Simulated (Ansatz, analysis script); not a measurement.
**Magnetovolume effects in a linear Mo chain, spacing 2.395 Å**

How do the moments of a linear Mo chain, spacing 2.395 Å answer to compression and expansion?

Program: Ansatz 0.2.0. Level of theory: PBE, PAW set soft_1. Results are calculated unless marked as measured.

This is a report of a sequence of runs, with most program output left out.

**1. The starting structure**

The cell holds 1 atom: 1 Mo. Cell: a = 12.000 Å, b = 12.000 Å, c = 2.395 Å, α = 90.0°, β = 90.0°, γ = 90.0°. An idealised lattice of chosen spacing, in vacuum. Vacuum lies along a and b. The structure's axis is c.

**2. Two spin channels first**

The work starts on two spin channels, which tell the size of the moments.

input.yaml

```yaml
crystal:
  lattice:
    - [12.0, 0.0, 0.0]
    - [0.0, 12.0, 0.0]
    - [0.0, 0.0, 2.395]
  atoms:
    - { symbol: Mo, position: [0.5, 0.5, 0.0], spin: 1.0 }
magnetization:
  spin_polarized: true
kpoints:
  mp_grid: { grid: [1, 1, 33] }
hamiltonian:
  xc: pbe
  pseudopotentials: { kind: paw, azcp: { folder: soft_1 } }
scf:
  occupations: { method: fermi_dirac, width: 0.05 }
  max_iter: 120
  convergence: { dr2_threshold: 1.0e-08 }
  lower_state_search: "off"
```

Run with:

```sh
ansatz run input.yaml --threads 2 --pin off --max-ram 5120MiB --backend cpu --events-out ev --progress --plain --runs-dir out
```

Elapsed: 7.3 s, on 2 threads of Arm Neoverse V1, shared host; peak memory 0.51 GiB.

Spin moment in the atom's sphere by atom:

| atom | spin moment in the atom's sphere (μB) |
| --- | --- |
| Mo1 | 0.138 |

The run ends weakly spin-polarised, with a net moment of 0.23 μB a cell. Only this order was typed.

**3. Denser mesh**

Levels at the Fermi energy are partly filled, so moments and energy differences can hang on the k-mesh, and the state is solved again on a denser one.

Edit input.yaml of step 2 so:

```diff
@@ -10,3 +10,3 @@
 kpoints:
-  mp_grid: { grid: [1, 1, 33] }
+  mp_grid: { grid: [1, 1, 44] }
 hamiltonian:
@@ -19 +19,3 @@
   lower_state_search: "off"
+basis:
+  ecutwfc: 420.0
```

Elapsed: 11 s, on 2 threads; peak memory 0.55 GiB; 22 s of CPU time.

The spin moment in the atom's sphere vanishes on all atoms.

The run ends non-magnetic, with a net moment of 0 μB a cell, against 0.23 μB on the first mesh.

The cell's length along the chain is scaled by the factor named; fractional positions stay, and energies count from the lowest run.

**4. Factor 0.88, typed moments**

Three starts at each size show whether high-spin, low-spin and non-magnetic states coexist. One mesh, built for the smallest cell, and one cutoff serve all sizes, so that energies can be subtracted.

input.yaml, the sections that differ from step 3:

```yaml
crystal:
  lattice:
    - [12.0, 0.0, 0.0]
    - [0.0, 12.0, 0.0]
    - [0.0, 0.0, 2.1076]
  atoms:
    - { symbol: Mo, position: [0.5, 0.5, 0.0], spin: 1.0 }
kpoints:
  mp_grid: { grid: [1, 1, 46] }
output:
  stress: true
# magnetization, hamiltonian, scf, basis: as in step 3
```

Run with:

```sh
ansatz run input.yaml --threads 1 --pin off --max-ram 2560MiB --backend cpu --events-out ev --progress --plain --runs-dir out
```

It took 13 s on 1 thread; peak memory 0.5 GiB.

It ends non-magnetic, with 0 μB on the largest site.

**5. Factor 0.88, starting moments cut to 30 %**

The density is converged from the given moments; the state reached depends on that start.

Edit input.yaml of step 4 so:

```diff
@@ -6,3 +6,3 @@
   atoms:
-    - { symbol: Mo, position: [0.5, 0.5, 0.0], spin: 1.0 }
+    - { symbol: Mo, position: [0.5, 0.5, 0.0], spin: 0.3 }
 magnetization:
```

Elapsed: 15 s, on 1 thread; peak memory 0.5 GiB.

It ends non-magnetic, with 0 μB on the largest site.

**6. Factor 0.96, typed moments**

A self-consistent run from these starting moments shows which magnetic state they lead to.

Edit input.yaml of step 5 so:

```diff
@@ -4,5 +4,5 @@
     - [0.0, 12.0, 0.0]
-    - [0.0, 0.0, 2.1076]
+    - [0.0, 0.0, 2.2992]
   atoms:
-    - { symbol: Mo, position: [0.5, 0.5, 0.0], spin: 0.3 }
+    - { symbol: Mo, position: [0.5, 0.5, 0.0], spin: 1.0 }
 magnetization:
```

Wall time 16 s (1 thread); peak memory 0.53 GiB.

It ends non-magnetic, with 0 μB on the largest site.

**7. Factor 1.05, typed moments**

Edit input.yaml of step 6 so:

```diff
@@ -4,3 +4,3 @@
     - [0.0, 12.0, 0.0]
-    - [0.0, 0.0, 2.2992]
+    - [0.0, 0.0, 2.51475]
   atoms:
```

It took 22 s on 1 thread; peak memory 0.56 GiB.

It ends ferromagnetic, with 1.64 μB on the largest site.

**8. Factor 1.16, typed moments**

Edit input.yaml of step 7 so:

```diff
@@ -4,3 +4,3 @@
     - [0.0, 12.0, 0.0]
-    - [0.0, 0.0, 2.51475]
+    - [0.0, 0.0, 2.7782]
   atoms:
```

It took 14 s on 1 thread; peak memory 0.59 GiB.

It ends ferromagnetic, with 2.40 μB on the largest site.

**9. Factor 1.23, no spin**

input.yaml, the sections that differ from step 8:

```yaml
crystal:
  lattice:
    - [12.0, 0.0, 0.0]
    - [0.0, 12.0, 0.0]
    - [0.0, 0.0, 2.94585]
  atoms:
    - { symbol: Mo, position: [0.5, 0.5, 0.0] }
scf:
  occupations: { method: fermi_dirac, width: 0.05 }
  max_iter: 120
  convergence: { dr2_threshold: 1.0e-08 }
# kpoints, hamiltonian, basis, output: as in step 8
# magnetization: removed
```

Elapsed: 7 s, on 1 thread; peak memory 0.47 GiB.

This is the reference without moments at this size.

The other 18 runs of this kind were made alike; their results stand in the table below.

**10. Another try**

A test of how the program answers to a changed input.

input.yaml, the sections that differ from step 9:

```yaml
crystal:
  lattice:
    - [12.0, 0.0, 0.0]
    - [0.0, 12.0, 0.0]
    - [0.0, 0.0, 2.1076]
  atoms:
    - { symbol: Mo, position: [0.5, 0.5, 0.0], spin: 1.0 }
magnetization:
  spin_polarized: true
  initial_magnetization: 17.5
scf:
  occupations: { method: fermi_dirac, width: 0.05 }
  max_iter: 80
  convergence: { dr2_threshold: 1.0e-08 }
  lower_state_search: "off"
# kpoints, hamiltonian, basis, output: as in step 9
```

Run with:

```sh
ansatz run input.yaml --threads 2 --pin off --max-ram 5120MiB --backend cpu --events-out ev --progress --plain --runs-dir out
```

It took 0.03 s on 2 threads; peak memory 0.033 GiB.

The input was rejected at the start.

The program's message: “Error: inconsistent input (crystal.atoms[].spin, magnetization.initial_magnetization): Σ_i spin_i = 1.000000 μB but magnetization.initial_magnetization = 17.500000 μB (|Δ| = 1.65e1 > 1e-4); adjust per …”

The change that led to it: magnetization = {"initial_magnetization": 17.5}.

**11. Analysis**

| factor | E typed (meV/atom) | E small | E no spin | largest moment, typed (μB) | small | state, typed | state, small |
| --- | --- | --- | --- | --- | --- | --- | --- |
| 0.88 | 105.8 | 105.8 | 105.8 | 0.00 | 0.00 | non-magnetic | non-magnetic |
| 0.92 | 0.0 | 0.0 | 0.0 | 0.00 | 0.00 | non-magnetic | non-magnetic |
| 0.96 | 80.4 | 80.4 | 80.4 | 0.00 | 0.00 | non-magnetic | non-magnetic |
| 1 | 280.1 | 280.1 | 280.1 | 0.00 | 0.00 | non-magnetic | non-magnetic |
| 1.05 | 421.2 | 421.2 | 628.9 | 1.64 | 1.64 | ferromagnetic | ferromagnetic |
| 1.1 | 588.1 | 588.1 | 1037.1 | 2.02 | 2.02 | ferromagnetic | ferromagnetic |
| 1.16 | 803.4 | 803.4 | 1547.7 | 2.40 | 2.40 | ferromagnetic | ferromagnetic |
| 1.23 | 959.7 | 959.7 | 2134.9 | 3.56 | 3.56 | ferromagnetic | ferromagnetic |

**12. Outcome**

- lowest run: factor 0.92, typed moments
- largest moment, typed start: 0 μB at 0.88 to 3.56 μB at 1.23
- gain by magnetism: 0.0 to 1175.2 meV/atom

From a factor of 0.88 to 1.23 the largest moment goes from 0 to 3.56 μB. The moment is lost at factors of 1 or less among those run. Site moments are taken in spheres that grow with the cell. It rises fastest, by 1.6 μB between 1 and 1.05; the grid is too coarse to tell a step from a steep rise. Both magnetic starts, which share one pattern of signs, end on one state at every size; other orders were not tried. The cell's shape and the atoms were not relaxed. The 24 scaled-cell runs took 5.8 min of wall time, added up.

[Logs and program files are shortened in this print: banners, set-up blocks, solver, clock and traceback lines can be left out without a mark of their own.]

[Logs are printed without paths, hosts, clocks, repeated set-up lines and the standing remarks that a program may print on its own settings, such as how far it seeks lower states.]

[Hosts, paths, dates, database ids (printed as entryN), source tags and the programs' standing remarks are cut or masked in the printed files.]

[Where the input sets lower_state_search to off, the program did not look for lower states, so one may exist.]
